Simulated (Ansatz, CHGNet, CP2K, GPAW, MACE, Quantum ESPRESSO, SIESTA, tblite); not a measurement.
# Running Σ3 (111)[11-2] symmetric tilt boundary in Na2S (72 atoms) with SIESTA, part 2 of 2

How do the settings of SIESTA change the result for Σ3 (111)[11-2] symmetric tilt boundary in Na2S (72 atoms)? A plane-wave run serves as the yardstick.

Program: SIESTA 5.4.2; the method stands at each step. Banners, paths, timers and routine set-up lines are dropped from the logs unmarked, and long logs keep their key lines alone; longer cuts are marked. The potentials were converted by us to PSML.

So far. Step 2 (PBE, DZP, shift 0.01 Ry, mesh 500 Ry): Forces lie 5.7 % from the reference's, at 5.7 times its CPU time (on 2 against 8 cores). Step 3 (PBE, SZP, shift 0.01 Ry, mesh 500 Ry): Against the first run (5.7 %), the force difference from the reference is 6.4 %, at 0.83 times the CPU time (on 1 against 2 cores), with 600 basis functions against 744: the smaller basis costs accuracy.

### Step 4. revPBE, PBE potentials, DZP, shift 0.01 Ry, mesh 500 Ry

Method: Kohn-Sham DFT, revPBE, PseudoDojo 0.4.1 norm-conserving pseudopotentials (converted to PSML), numerical atomic orbitals (DZP), diagonalisation.

input.fdf

```
SystemLabel cell
NumberOfAtoms 72
NumberOfSpecies 2
%block ChemicalSpeciesLabel
  1 16 S
  2 11 Na
%endblock ChemicalSpeciesLabel
LatticeConstant 1.0 Ang
%block LatticeVectors
  8.00983 0.00000 0.00000
  0.00000 9.24896 0.00000
  0.00000 0.00000 22.67522
%endblock LatticeVectors
PAO.BasisSize DZP
PAO.EnergyShift 0.01 Ry
XC.Functional GGA
XC.Authors revPBE
MeshCutoff 500 Ry
%block kgrid_Monkhorst_Pack
  1 0 0 0.0
  0 1 0 0.0
  0 0 1 0.0
%endblock kgrid_Monkhorst_Pack
SolutionMethod diagon
OccupationFunction FD
ElectronicTemperature 580 K
SCF.Mixer.Method Pulay
SCF.Mixer.Weight 0.05
SCF.Mixer.History 8
SCF.Mix Hamiltonian
MaxSCFIterations 300
SCF.DM.Tolerance 1e-04
SCF.H.Tolerance 1.0e-3 eV
WriteForces T
Write.HirshfeldPop T
Write.VoronoiPop T
Write.DM F
Write.H F
XML.Write F
AtomicCoordinatesFormat Fractional
%block AtomicCoordinatesAndAtomicSpecies
[... 72 atom lines left out: the same atoms as in the first run ...]
%endblock AtomicCoordinatesAndAtomicSpecies
```

Run with:

```bash
> OMP_NUM_THREADS=1 mpirun -np 2 siesta < input.fdf > output.txt
```

What it wrote:

```text
Version         : 5.4.2
reinit: System Name:
reinit: System Label: cell
initatom: Reading input for the pseudopotentials and atomic orbitals ----------
Species number:   1 Atomic number:   16 Label: S
Species number:   2 Atomic number:   11 Label: Na
Ground state valence configuration (from tables):   3s02  3p04  3d00  4f00
Ground state valence configuration (from tables):   3s01  3p00  3d00  4f00
---- Processing specs for species: S
GGA--PBE XC_GGA_X_PBE--XC_GGA_C_PBE pb
---- Processing specs for species: Na
GGA--PBE XC_GGA_X_PBE--XC_GGA_C_PBE pb
Semicore shell(s) with  8 electrons included in the valence for Na
Semicore shell(s): 2s 2p
Fallback to non-perturbative polarization scheme for Na
Please see the manual if this is not desired in principle
[... lines left out ...]
Total number of electrons:   576.000000
[... lines left out ...]
stepf: Fermi-Dirac step function
        iscf     Eharris(eV)        E_KS(eV)     FreeEng(eV)     dDmax    Ef(eV) dHmax(eV)
[... lines left out ...]
SCF Convergence by DM+H criterion
[... lines left out ...]
SCF cycle converged after 14 iterations
[... lines left out ...]
   Max    2.879385
[... lines left out ...]
   Max    2.879385    constrained
Stress tensor Voigt[x,y,z,yz,xz,xy] (kbar):      -25.40      -13.82      -15.28        0.78        0.26        0.23
[... lines left out ...]
siesta: DEna    =       284.426787
siesta: DUscf   =        16.702348
siesta: Ex      =    -10507.931586
siesta: Ec      =      -664.293416
siesta: Exc     =    -11172.225003
siesta: Eharris =    -66999.703516
siesta: Etot    =    -66999.703516
siesta: FreeEng =    -66999.703516
siesta: Final energy (eV):
siesta:  Band Struct. =  -15417.079200
siesta:       Kinetic =   39015.845385
siesta:       Hartree =   25768.338339
siesta:         Exch. =  -10507.931586
siesta:         Corr. =    -664.293416
siesta:   Exch.-corr. =  -11172.225003
siesta:  Ion-electron =  -92232.599497
siesta:       Ion-ion =  -28379.062741
siesta:         Total =  -66999.703516
siesta:         Fermi =      -4.635150
siesta: Stress tensor (static) (eV/Ang**3):
siesta:    -0.015851    0.000142    0.000163
siesta:     0.000142   -0.008626    0.000485
siesta:     0.000163    0.000485   -0.009540
siesta: Cell volume =       1679.839191 Ang**3
siesta: Pressure (static):
siesta:                Solid            Molecule  Units
siesta:           0.00012350          0.00024284  Ry/Bohr**3
siesta:           0.01133898          0.02229639  eV/Ang**3
siesta:          18.16704858         35.72274755  kBar
    Orbital volume contribution        =          74.597615 eV
    (Free)E + p_basis*V_orbitals       =      -66925.105901 eV
    (Free)Eharris+ p_basis*V_orbitals  =      -66925.105901 eV
Hirshfeld Atomic Populations:
Atom #   charge [q] valence [e]  Species
     1    -0.395947    6.395947  S
     2     0.179681    8.820319  Na
     3     0.228124    8.771876  Na
     4    -0.376307    6.376307  S
     5     0.182473    8.817527  Na
[...]
7    -0.386710    6.386710  S
[...]
--------------------
 Total     0.000008
Voronoi Atomic Populations:
Atom #   charge [q] valence [e]  Species
[...]
67    -0.436935    6.436935  S
[...]
70    -0.430747    6.430747  S
    71     0.207751    8.792249  Na
    72     0.215919    8.784081  Na
--------------------
 Total     0.000008
```

It took 3.1 min on 2 MPI ranks of Arm Neoverse V2, shared host; peak memory 2.5 GiB; 6.2 min of CPU time.

Compared with the plane-wave run:

```
r.m.s. force component                           : 0.6023 eV/Å
r.m.s. difference of force components            : 45.35 meV/Å
longest difference of force vectors              : 192.4 meV/Å
force difference over r.m.s. force               : 8.088 %
slope of forces against the reference's          : 1.074
correlation of force components                  : 0.9995
gap (highest filled to lowest empty level) : 2.402 eV
gap difference                                   : 0.1936 eV
pressure                                         : 1.817 GPa
pressure difference                              : 0.6627 GPa
```

Against the first run (5.7 %), the force difference from the reference is 8.1 %, at 1.0 times the CPU time; the model has changed, so this is no error of the program alone.

### Step 5. PBE, DZ, shift 0.01 Ry, mesh 500 Ry

Method: Kohn-Sham DFT, PBE, PseudoDojo 0.4.1 norm-conserving pseudopotentials (converted to PSML), numerical atomic orbitals (DZ), diagonalisation.

input.fdf: that of step 4 with these lines changed.

```diff
@@ -13,6 +13,6 @@
 %endblock LatticeVectors
-PAO.BasisSize DZP
+PAO.BasisSize DZ
 PAO.EnergyShift 0.01 Ry
 XC.Functional GGA
-XC.Authors revPBE
+XC.Authors PBE
 MeshCutoff 500 Ry
```

Run with:

```bash
> OMP_NUM_THREADS=1 siesta < input.fdf > output.txt
```

What it wrote:

```text
Version         : 5.4.2
reinit: System Name:
reinit: System Label: cell
initatom: Reading input for the pseudopotentials and atomic orbitals ----------
Species number:   1 Atomic number:   16 Label: S
Species number:   2 Atomic number:   11 Label: Na
Ground state valence configuration (from tables):   3s02  3p04  3d00  4f00
[... lines left out ...]
        iscf     Eharris(eV)        E_KS(eV)     FreeEng(eV)     dDmax    Ef(eV) dHmax(eV)
[... lines left out ...]
SCF Convergence by DM+H criterion
[... lines left out ...]
SCF cycle converged after 13 iterations
[... lines left out ...]
   Max    3.013170
[... lines left out ...]
   Max    3.013170    constrained
Stress tensor Voigt[x,y,z,yz,xz,xy] (kbar):        8.24       26.66       18.05        0.81        0.25        0.15
[... lines left out ...]
siesta: FreeEng =    -66923.453683
[... lines left out ...]
siesta:         Fermi =      -4.537058
[... lines left out ...]
siesta:          -0.01101656          0.00092188  eV/Ang**3
siesta:         -17.65047306          1.47700940  kBar
    Orbital volume contribution        =          44.288652 eV
    (Free)E + p_basis*V_orbitals       =      -66879.165031 eV
    (Free)Eharris+ p_basis*V_orbitals  =      -66879.165031 eV
Hirshfeld Atomic Populations:
Atom #   charge [q] valence [e]  Species
     1    -0.451718    6.451718  S
     2     0.200155    8.799845  Na
     3     0.257454    8.742546  Na
     4    -0.420226    6.420226  S
     5     0.205239    8.794761  Na
[...]
7    -0.441399    6.441399  S
[...]
--------------------
 Total    -0.000017
Voronoi Atomic Populations:
Atom #   charge [q] valence [e]  Species
[...]
67    -0.496692    6.496692  S
[...]
70    -0.488585    6.488585  S
    71     0.236891    8.763109  Na
    72     0.245156    8.754844  Na
--------------------
 Total    -0.000017
```

Run time: 2 min. Hardware: 1 thread; peak memory 1.2 GiB.

Compared with the plane-wave run:

| Property | Result |
| --- | --- |
| r.m.s. force component | 0.6523 eV/Å |
| r.m.s. difference of force components | 101.8 meV/Å |
| longest difference of force vectors | 422.9 meV/Å |
| force difference over r.m.s. force | 18.15 % |
| slope of forces against the reference's | 1.16 |
| correlation of force components | 0.9973 |
| gap (highest filled to lowest empty level) | 2.069 eV |
| gap difference | -0.1393 eV |
| pressure | -1.765 GPa |
| pressure difference | -2.919 GPa |

This is a coarse setting, run to see what it loses.

Against the first run (5.7 %), the force difference from the reference is 18 %, at 0.33 times the CPU time (on 1 against 2 cores), with 480 basis functions against 744: the smaller basis costs accuracy.

### Step 6. PBE, DZP, shift 0.04 Ry, mesh 500 Ry

Method: Kohn-Sham DFT, PBE, PseudoDojo 0.4.1 norm-conserving pseudopotentials (converted to PSML), numerical atomic orbitals (DZP), diagonalisation.

input.fdf: that of step 5 with these lines changed.

```diff
@@ -13,4 +13,4 @@
 %endblock LatticeVectors
-PAO.BasisSize DZ
-PAO.EnergyShift 0.01 Ry
+PAO.BasisSize DZP
+PAO.EnergyShift 0.04 Ry
 XC.Functional GGA
```

Run with:

```bash
> OMP_NUM_THREADS=1 mpirun -np 2 siesta < input.fdf > output.txt
```

What it wrote:

```text
Version         : 5.4.2
reinit: System Name:
reinit: System Label: cell
initatom: Reading input for the pseudopotentials and atomic orbitals ----------
Species number:   1 Atomic number:   16 Label: S
Species number:   2 Atomic number:   11 Label: Na
Ground state valence configuration (from tables):   3s02  3p04  3d00  4f00
Ground state valence configuration (from tables):   3s01  3p00  3d00  4f00
---- Processing specs for species: S
GGA--PBE XC_GGA_X_PBE--XC_GGA_C_PBE pb
---- Processing specs for species: Na
GGA--PBE XC_GGA_X_PBE--XC_GGA_C_PBE pb
[... lines left out ...]
stepf: Fermi-Dirac step function
        iscf     Eharris(eV)        E_KS(eV)     FreeEng(eV)     dDmax    Ef(eV) dHmax(eV)
[... lines left out ...]
SCF Convergence by DM+H criterion
[... lines left out ...]
SCF cycle converged after 13 iterations
[... lines left out ...]
   Max    2.542831
[... lines left out ...]
   Max    2.542831    constrained
Stress tensor Voigt[x,y,z,yz,xz,xy] (kbar):       58.13       70.26       62.52        0.62        0.20        0.14
[... lines left out ...]
siesta: FreeEng =    -66819.746313
[... lines left out ...]
siesta:       Ion-ion =  -29118.843797
siesta:         Total =  -66819.746313
siesta:         Fermi =      -3.283758
siesta: Stress tensor (static) (eV/Ang**3):
siesta:     0.036280    0.000085    0.000127
siesta:     0.000085    0.043850    0.000388
siesta:     0.000127    0.000388    0.039020
siesta: Cell volume =       1679.839191 Ang**3
siesta: Pressure (static):
siesta:                Solid            Molecule  Units
siesta:          -0.00043257         -0.00030722  Ry/Bohr**3
siesta:          -0.03971683         -0.02820786  eV/Ang**3
siesta:         -63.63338200        -45.19397003  kBar
    Orbital volume contribution        =          38.981033 eV
    (Free)E + p_basis*V_orbitals       =      -66780.765281 eV
    (Free)Eharris+ p_basis*V_orbitals  =      -66780.765281 eV
Hirshfeld Atomic Populations:
Atom #   charge [q] valence [e]  Species
     1    -0.275620    6.275620  S
     2     0.110230    8.889770  Na
     3     0.172706    8.827294  Na
     4    -0.244095    6.244095  S
     5     0.119868    8.880132  Na
[...]
7    -0.267284    6.267284  S
[...]
--------------------
 Total     0.000110
Voronoi Atomic Populations:
Atom #   charge [q] valence [e]  Species
[...]
67    -0.303769    6.303769  S
[...]
70    -0.293682    6.293682  S
    71     0.139727    8.860273  Na
    72     0.149195    8.850805  Na
--------------------
 Total     0.000110
```

Run time: 85 s. Hardware: 2 MPI ranks; peak memory 1.7 GiB.

Numbers from this run, and their distance from the reference:

| Item | Value |
| --- | --- |
| r.m.s. force component | 0.5359 eV/Å |
| r.m.s. difference of force components | 69.61 meV/Å |
| longest difference of force vectors | 237.4 meV/Å |
| force difference over r.m.s. force | 12.41 % |
| slope of forces against the reference's | 0.949 |
| correlation of force components | 0.993 |
| gap (highest filled to lowest empty level) | 1.822 eV |
| gap difference | -0.3867 eV |
| pressure | -6.363 GPa |
| pressure difference | -7.517 GPa |

This is a coarse setting, run to see what it loses.

Against the first run (5.7 %), the force difference from the reference is 12 %, at 0.47 times the CPU time.

### Step 7. All runs compared

Differences are against the plane-wave reference, forces as r.m.s. over components; share is that over the reference's r.m.s. force, slope the least-squares factor from reference forces to these. Total energies of different programs have different zeros and aren't compared.

```csv
run,"Δ force, r.m.s. (meV/Å)",share (%),slope,Δ pressure (GPa),Δ gap (eV),cores,CPU time,memory (GiB)
reference,-,-,-,-,-,8,64 s,1.9
"SIESTA PBE, DZP, shift 0.01 Ry, mesh 500 Ry",32.1,5.72,1.048,-0.548,0.0041,2,6 min,2.5
"SIESTA PBE, SZP, shift 0.01 Ry, mesh 500 Ry (coarse)",35.9,6.39,1.056,-0.228,-0.0268,1,5 min,2.0
"SIESTA revPBE, PBE potentials, DZP, shift 0.01 Ry, mesh 500 Ry",45.4,8.09,1.074,0.663,0.194,2,6.2 min,2.5
"SIESTA PBE, DZ, shift 0.01 Ry, mesh 500 Ry (coarse)",102,18.2,1.160,-2.92,-0.139,1,2 min,1.2
"SIESTA PBE, DZP, shift 0.04 Ry, mesh 500 Ry (coarse)",69.6,12.4,0.949,-7.52,-0.387,2,2.8 min,1.7
```

Rows marked coarse were listed beforehand as settings not expected to be converged; some can still land near the reference.

CPU time is summed over cores on a shared host, where runs went side by side, so it is rough. Symmetry, cutoffs, thresholds, outputs and thread counts weren't matched or tuned between programs; memory under MPI is the largest rank's times the ranks.

Mean charges by element (e), by run and scheme:

```csv
run,scheme,S,Na
reference,Löwdin,-1.19,+0.64
"SIESTA PBE, DZP, shift 0.01 Ry, mesh 500 Ry",Hirshfeld,-0.37,+0.19
"SIESTA revPBE, PBE potentials, DZP, shift 0.01 Ry, mesh 500 Ry",Hirshfeld,-0.38,+0.19
```

The reference's Löwdin charges lack the electrons that the projection spills, 0.030 e an atom on average.

### Step 8. Summary of results

```json
{
  "nearest in forces": "SIESTA PBE, DZP, shift 0.01 Ry, mesh 500 Ry, 5.7 %",
  "its CPU time": "6 min"
}
```

What this shows: The PBE run in local orbitals, coarse settings apart, differs by 5.7 % (SIESTA PBE, DZP, shift 0.01 Ry, mesh 500 Ry); basis, grid and potentials can all enter. Rows with another functional or a dispersion term differ by 8.1 % (SIESTA revPBE, PBE potentials, DZP, shift 0.01 Ry, mesh 500 Ry), which mixes the change of model with differences of basis and potentials, some of them made for another functional. Runs with settings chosen to be coarse differ by 6.4 % (SIESTA PBE, SZP, shift 0.01 Ry, mesh 500 Ry) to 18 % (SIESTA PBE, DZ, shift 0.01 Ry, mesh 500 Ry), their programs' other errors included. None of the electronic-structure runs in the table takes under half the reference's CPU time of 64 s; they take 1.9 to 5.8 times as much. SIESTA PBE, DZ, shift 0.01 Ry, mesh 500 Ry stiffens the forces by a factor of 1.16 while following their directions (correlation 0.997); the slopes of the 5 SIESTA runs lie between 0.95 and 1.16. At the same functional, gaps differ from the reference's 2.21 eV by between -0.39 and +0.00 eV. These are spacings on the run's k-points, which needn't hold the band edges. In pressure, SIESTA PBE, DZP, shift 0.04 Ry, mesh 500 Ry misses by -7.5 GPa, at the same functional. Charges hang on scheme and program or settings: among these rows the mean for S runs from -1.19 to -0.37 e. The host structure and its lattice constant were typed by rule, without a check against the phase diagram. The electronic-structure runs sample only Γ, in a cell whose shortest periodic width is 8 Å.

[Also dropped from logs without a mark: logging warnings of Python, and SIESTA's first energy breakdown and zero terms.]

[Logs are printed without paths, hosts, clocks, repeated set-up lines and the standing remarks that a program may print on its own settings, such as how far it seeks lower states.]

[Hosts, paths, dates, database ids (printed as entryN), source tags and the programs' standing remarks are cut or masked in the printed files.]
